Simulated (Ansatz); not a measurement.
**Quasiparticle gap of SiO2 (I-42d)**

Wanted: the gap of SiO2 (I-42d) with a many-body correction, and the time that it takes.

Method: LDA, then G0W0 on it, plane waves, PAW, in Ansatz 0.2.0.

### 1. Starting point

The structure is tetragonal, space group I-42d (No. 122). Conventional cell: a = 4.748 Å, b = 4.748 Å, c = 7.488 Å, α = 90.00°, β = 90.00°, γ = 90.00°. Nearest to Si lie 4 O at 1.62 Å. O has 2 Si at 1.62 Å nearest. Farther neighbours and most contacts between anions are not listed.

The cell and positions come from the Crystallography Open Database and are kept as given unless a step says otherwise.

The logs state that the PAW files were generated under PBE.

### 2. Bands along the symmetry lines

Levels along a band path and on the mesh show where this functional puts the band edges.

This step: DFT, LDA, plane waves, PAW; PAW set soft_1.

input.yaml

```yaml
crystal:
  lattice:
    - [-2.37405, 2.37405, 3.744]
    - [2.37405, -2.37405, 3.744]
    - [2.37405, 2.37405, -3.744]
  atoms:
    - { symbol: Si, position: [0.0, 0.0, 0.0] }
    - { symbol: Si, position: [0.75, 0.25, 0.5] }
    - { symbol: O, position: [0.99838, 0.625, 0.87338] }
    - { symbol: O, position: [0.375, 0.24838, 0.37338] }
    - { symbol: O, position: [0.75162, 0.125, 0.12662] }
    - { symbol: O, position: [0.875, 0.00162, 0.62662] }
kpoints:
  mp_grid: { grid: [8, 8, 8] }
  band_path:
    path:
      - [[0.0, 0.0, 0.0], [0.0, 0.0, 0.5], [0.25, 0.25, 0.25], [0.0, 0.5, 0.0], [0.0, 0.0, 0.0], [0.5, 0.5, -0.5], [0.35051897, 0.64948103, -0.35051897]]
      - [[-0.35051897, 0.35051897, 0.35051897], [0.0, 0.0, 0.0]]
      - [[0.0, 0.0, 0.5], [-0.20103795, 0.20103795, 0.5]]
      - [[0.5, 0.5, -0.20103795], [0.5, 0.5, -0.5]]
    npoints: 10
hamiltonian:
  xc: lda
  pseudopotentials: { kind: paw, azcp: { folder: soft_1 }, xc_functional: pbe }
scf:
  occupations: { method: fermi_dirac, width: 0.02 }
  n_extra_bands: 6
output:
  eigenvalues: true
  write_density: true
  write_potential: true
  elf: true
  volumetric_format: npy
```

On the command line:

```
$ ansatz run input.yaml --threads 4 --pin off --max-ram 138240MiB --backend cuda --events-out ev --progress --plain --runs-dir out --devices 1 --max-vram 26GiB
```

Numbers of over 12 decimals in the logs are rounded to 6 here.

The log of the run:

```text
scf.n_extra_bands = 6 over 16 filled bands (N_el = 32.0): the run solves 22 bands
GPUs: using 1 of 1 available (devices: 1).
Engine: ansatz 0.2.0, x86_64-unknown-linux-gnu
Pseudopotentials: kind: paw
Pseudopotential: Si, paw, valence charge 4, recommended cutoff 420 eV (normal), soft_1/Si.paw.azcp
Pseudopotential: O, paw, valence charge 6, recommended cutoff 420 eV (normal), soft_1/O.paw.azcp
Functional definition: SPW92
  exchange = slater_x
  correlation = pw_c
device memory: the entry about to start is reckoned to put 2.3 GiB on a device that reports 58.5 GiB free (of which the cap on the GPU budget leaves the run 26.0 GiB)
GPU FFT provider: cuFFT
GPU libraries: cuBLAS 13.8.2, cuFFT 12.4.0, cuSOLVER 12.3.4
Crystal: 6 atoms, lattice volume = 84.406 Å³
Basis set: ecut = 420 eV, 1637 PW (Γ)
Bands: 22, of which v1, the nominal top of the filled ones, is band 16 counted from 1 (15 counted from 0)
Symmetry: 8 space group operations
Space group: I-42d (ITA 122), of the structure as read, at distance tolerance 4.4e-5 Å
k-points: 59 of 512 (time reversal used)
Non-local potential: Si, projectors of the file, l = 0: 2, l = 1: 2, l = 2: 1
Non-local potential: O, projectors of the file, l = 0: 2, l = 1: 2, l = 2: 1
PAW form: soft (Blöchl's): semilocal exchange-correlation on the pseudo side does not see the compensation charge
PAW frozen core: Si, regenerated for the run's functional, and the local potential with it (the file was generated under x = pbe(κ = 0.804, μ = 0.219515), c = pbe(β = 0.066725))
PAW frozen core: O, regenerated for the run's functional, and the local potential with it (the file was generated under x = pbe(κ = 0.804, μ = 0.219515), c = pbe(β = 0.066725))
PAW one-centre angular grid: Si, 110 points (default); XC on 64 Gauss nodes
PAW one-centre angular grid: O, 110 points (default); XC on 64 Gauss nodes
Initial density: superposition of atomic densities (chi_scale 0.1, normalization cell, long waves kept (reshape's long-wave potential 0.00 eV rms))
Initial wavefunctions: pseudopotential atomic-orbital guess
GPU buffer pool allocated for 46656 grid points (all kernels)
GPU transforms: local potential and band sums: pruned to the plane-wave sphere, on 36×36×36
Functional: x = slater, c = lda
SCF iter   1: F=—  HF=-3448.426932 eV  |F-HF|=—  |Δ(HF+E_count)|=         —  Δρ=1.17e-1  dr2=1.04e1  ethr=3.10e-3  ⟨swp⟩=7.0  Hψ=7738  notcnv=0
preconditioner: auto → none  [insulator: Δε(μ)=7.286 eV  Ē_g=17.688 eV  σ=0.020 eV  W_gap=1.00  n_scr=14 (ndim 8)  ℏωp=22.9 eV  f_vac=0.102  D(μ)=0.00/eV (n_scr^D=0)  ε∞_Penn≈2.7]
SCF iter   2: F=—  HF=-3445.784150 eV  |F-HF|=—  |Δ(HF+E_count)|=    2.64e0  Δρ=6.35e-2  dr2=1.51e0  ethr=3.10e-3  ⟨swp⟩=3.7  Hψ=3856  notcnv=0  defer=118
SCF iter   3: F=—  HF=-3445.360369 eV  |F-HF|=—  |Δ(HF+E_count)|=   4.24e-1  Δρ=1.88e-2  dr2=1.34e-1  ethr=3.10e-3  ⟨swp⟩=2.0  Hψ=2671  notcnv=0  defer=118
SCF iter   4: F=—  HF=-3445.348422 eV  |F-HF|=—  |Δ(HF+E_count)|=   1.19e-2  Δρ=1.30e-3  dr2=6.09e-4  ethr=4.19e-4  ⟨swp⟩=2.6  Hψ=2152  notcnv=0  defer=118
SCF iter   5: F=—  HF=-3445.348696 eV  |F-HF|=—  |Δ(HF+E_count)|=   2.74e-4  Δρ=2.41e-4  dr2=1.35e-5  ethr=1.90e-6  ⟨swp⟩=2.3  Hψ=1977  notcnv=0  defer=118
SCF iter   6: F=—  HF=-3445.348803 eV  |F-HF|=—  |Δ(HF+E_count)|=   1.07e-4  Δρ=2.91e-5  dr2=4.96e-7  ethr=4.20e-8  ⟨swp⟩=2.3  Hψ=2144  notcnv=0  defer=118
SCF iter   7: F=-3445.348803 eV  HF=-3445.348803 eV  |F-HF|=5.20e-10  |Δ(HF+E_count)|=   7.14e-8  Δρ=2.76e-6  dr2=2.41e-9  ethr=3.13e-10  ⟨swp⟩=11.2  Hψ=6020  notcnv=0
SCF 1 converged in 7 iterations: F = -3445.348803 eV  dr2 = 2.41e-9
  greatest PAW one-centre occupation: 0.856 electrons in one spin orbital (limit 2), on the O atom at site 5 (counted from 0), in its partial waves of l = 0
device memory: the entry about to start is reckoned to put 2.5 GiB on a device that reports 58.5 GiB free (of which the cap on the GPU budget leaves the run 26.0 GiB)
NSCF: frozen V_eff on 94 k-points, pencils in batches of 32, up to order 100
SCF converged after 7 iterations
Free energy (F): -3445.348803 eV
Harris-Foulkes:  -3445.348803 eV  (|F-HF|=5.20e-10)
Internal energy: -3445.348803 eV  (E = F + TS)
E sigma→0 (E₀):  -3445.348803 eV
Fermi energy:    3.741378 eV
--- Per-component energies (eV) ---
  E_band       = -181.126402
  E_kinetic    = 771.675103
  E_local      = -2183.364855  (includes V_loc(G=0)·N_el)
  E_nonlocal   = 263.900105
  E_hartree    = 807.170711
  E_xc         = -394.813812
  E_vxc        = -459.938392  (∫ρ·V_xc dr)
  E_paw        = -1581.775551  (= ΣΔE_a)
  E_vpaw       = -187.744119  (= ΣTr[D̂ρ^β])
  E_aug_tail   = 0.003432  (compensation charges beyond the density's cutoff)
  E_ewald      = -1128.700283
  E_core_change = 0.556347  (= ΣΔE_core)
  E_smearing   = -0.000000  (= −TS)
  E_closure    = 0.000000  (closes the sum)
  Σ components = -3445.348803   (vs F -3445.348803, Δ=0.00e0)
--- Band table (eV; the first three rows and the last of 59) ---
  k-point 0: bands = [... 12 lower, -0.5178, -0.2293, 0.8041, 0.8041, 6.6258, 9.2615, 11.8999, 11.8999, ... 2 higher]
  k-point 1: bands = [... 12 lower, -0.5430, -0.1215, 0.7743, 0.7780, 6.9972, 9.5097, 11.2836, 11.7856, ... 2 higher]
  k-point 2: bands = [... 12 lower, -0.4708, 0.0545, 0.7064, 0.7072, 7.9333, 10.1316, 10.7479, 11.3260, ... 2 higher]
  k-point 58: bands = [... 12 lower, -0.6973, -0.6973, 0.7012, 0.7012, 9.5984, 9.5984, 10.2797, 10.2797, ... 2 higher]
```

It took 6.6 s on 1 × NVIDIA H100 80GB HBM3 (shared by 3 runs) with 4 threads of AMD EPYC 7R13 (Zen 3), shared host; peak memory 0.87 GiB.

Numbers from this step:

```
filled bands         : 16
gap                  : 5.822 eV
valence top at       : Γ
conduction bottom at : Γ
least direct gap     : 5.822 eV
```

Over mesh and path the gap is 5.822 eV, direct, at k = Γ.

Electronic bands along the path, in eV, zero at the top of the highest nominally filled band:

```
     point  band 13  band 14  band 15  band 16  band 17  band 18  band 19  band 20
         Γ    -1.32    -1.03     0.00     0.00     5.82     8.46    11.10    11.10
   halfway    -1.27    -0.75    -0.10    -0.10     7.13     9.33     9.94    10.52
         X    -0.74    -0.74    -0.23    -0.23     9.25     9.25     9.94     9.94
   halfway    -0.77    -0.77    -0.26    -0.26     9.24     9.24     9.80     9.80
         P    -0.80    -0.80    -0.29    -0.29     9.24     9.24     9.70     9.70
   halfway    -1.12    -0.79    -0.33    -0.15     8.61     9.17     9.81     9.83
         N    -1.27    -0.68    -0.28    -0.18     8.21     8.95     9.79    10.00
   halfway    -1.31    -0.87    -0.09    -0.08     6.76     9.04     9.93    10.52
         Γ    -1.32    -1.03     0.00     0.00     5.82     8.46    11.10    11.10
   halfway    -1.60    -1.06    -0.07    -0.07     6.95     8.88     9.93     9.93
         M    -1.50    -1.50    -0.10    -0.10     8.79     8.79     9.48     9.48
   halfway    -1.52    -1.32    -0.18    -0.11     8.87     8.96     9.32     9.54
         S    -1.16    -1.02    -0.40    -0.13     8.84     9.10     9.44     9.75
jump to S0    -1.16    -1.02    -0.40    -0.13     8.84     9.10     9.44     9.75
   halfway    -1.14    -0.85    -0.19    -0.09     7.07     9.29     9.87    10.80
         Γ    -1.32    -1.03     0.00     0.00     5.82     8.46    11.10    11.10
 jump to X    -0.74    -0.74    -0.23    -0.23     9.25     9.25     9.94     9.94
   halfway    -0.75    -0.75    -0.26    -0.26     9.24     9.24     9.99     9.99
         R    -0.86    -0.86    -0.28    -0.28     9.24     9.24     9.77     9.77
 jump to G    -0.86    -0.86    -0.28    -0.28     9.24     9.24     9.77     9.77
   halfway    -1.27    -1.27    -0.18    -0.18     9.03     9.03     9.42     9.42
         M    -1.50    -1.50    -0.10    -0.10     8.79     8.79     9.48     9.48
```

ELF in the ac plane of the conventional cell at fractional y = 0.000, with atoms of Si within 0.2 Å of it. It is the smooth field of the valence electrons, not physical close to the nuclei.

Ten even steps from '_' (0.00) to '@' (0.80), each cell a mean:
```
::==##%%##++..__--**##%%**::
::##@@@@@@##--..++%%@@@@@@==
--##@@@@@@@@++::##@@@@@@@@++
::++%%@@@@@@==::##@@@@@@##--
..--**##%%**--::==##%%##++..
__..--====::::--..--==--::__
______..::::::::::::....____
______..------::----::______
______::----::::----::..____
______..::::......::::..____
__________________..________
____________________________
____________________________
____________________________
____________________________
____________________________
____..______________________
....::::..__________..::::..
::----::..__________::----::
::----::____________..----::
..::::..____________..::::::
--..--==--::____..----==::::
```
Columns run along a (4.7 Å), rows up along c (7.5 Å), edges of the conventional cell, whose origin can differ from the input's. Atoms in or near the plane, at fractional coordinates: Si at (0.00, 0.00), Si at (0.50, 0.75).

Electrostatic potential energy in the ac plane of the conventional cell at fractional y = 0.000, with atoms of Si within 0.2 Å of it. With pseudopotentials it is smooth inside the atoms' cores, unlike the true potential.

Ten even steps from '0' (-32 eV) to '9' (9 eV), each cell a mean:
```
30378999998601
02546888875540
56523765652376
88755400254688
99986013037899
99985036027999
99986100048999
99998632478999
99999877889999
99999999999999
99999999999999
99999999999999
99999999999999
99999999999999
99999999999999
99999999999999
99999999999999
99999999999999
78899999999987
24789999999863
00489999998610
60279999998503
```
Columns run along a (4.7 Å; values clipped at the 3rd and 97th percentile), rows up along c (7.5 Å), edges of the conventional cell, whose origin can differ from the input's. Atoms in or near the plane, at fractional coordinates: Si at (0.00, 0.00), Si at (0.50, 0.75).

(Continued in part 2 of 2.)

[Paths, hosts, dates, memory and timing lines, banners, echoed tables and standing remarks are left out of the program output.]

[Logs are printed without paths, hosts, clocks, repeated set-up lines and the standing remarks that a program may print on its own settings, such as how far it seeks lower states.]

[Runs of the session that timed out or met a known fault of the program may be left out.]

[Cells called generated may have been cut or substituted from an entry of the Crystallography Open Database or the Materials Project.]

[Hosts, paths, dates, database ids (printed as entryN), source tags and the programs' standing remarks are cut or masked in the printed files.]

[Where an RPA ε∞ is given, it is that of the G0W0 mesh and is not shown converged in it. Names of k-points follow the symmetry that the program found, which can be lower than the space group named. Band edges on a path are those of the sampled points; other points can move an edge, and change direct to indirect where valleys lie close.]

[Hybrid gaps are those of their k-mesh and are not shown converged in it.]
